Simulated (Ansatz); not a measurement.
In doubt: the program warns that the response may not be converged on this k-mesh (in some of the runs), which bears on dielectric and field responses.

The crystal is InSe (P-6m2).

```xyz
8
Lattice="4.0473 0.0000 0.0000 -2.0237 3.5051 0.0000 0.0000 0.0000 18.0521" Properties=species:S:1:pos:R:3 pbc="T T T"
In    0.0000    0.0000   10.4231
In    0.0000    0.0000    7.6289
In    0.0000    2.3367   16.6550
In    0.0000    2.3367    1.3971
Se    2.0237    1.1684   15.3984
Se    2.0237    1.1684    2.6537
Se    0.0000    2.3367   11.6800
Se    0.0000    2.3367    6.3721
```

The cell and positions are those that the Materials Project relaxed with its own functionals (PBE, PBE+U or r2SCAN), kept fixed. At the settings of the band run the largest force is still 0.16 eV/Å.

Gaps computed with Ansatz 0.2.0 without a self-energy: LDA 0.50 eV and LDA+SOC 0.47 eV. The mean ε∞ by LDA perturbation theory is 7.25.

Question: Estimate the G0W0@LDA gap with 6×6×2 mesh, 1068 empty bands, screening to 150 eV, PAW set soft_1 files.

About 1.45 eV: on its mesh the run moves the gap from 0.50 eV by +0.95 eV. One-shot corrections scale roughly with one over ε∞, here 0.14. Spin-orbit coupling is not in that value; its −0.03 eV at the LDA level would bring it to about 1.42 eV. Bands and cutoff are finite, so the gap is not at the basis limit. The miss can reach some tenths of an eV and take either sign; the mesh is an error of its own. The many-body steps are scalar-relativistic: spin-orbit coupling is not in them. The program marks a band-edge row as in doubt, so the gap is less sure than its digits.

[Paths, hosts, dates, memory and timing lines, banners, echoed tables and standing remarks are left out of the program output.]

[Logs are printed without paths, hosts, clocks, repeated set-up lines and the standing remarks that a program may print on its own settings, such as how far it seeks lower states.]

[Runs of the session that timed out or met a known fault of the program may be left out.]

[Cells called generated may have been cut or substituted from an entry of the Crystallography Open Database or the Materials Project.]

[Hosts, paths, dates, database ids (printed as entryN), source tags and the programs' standing remarks are cut or masked in the printed files.]
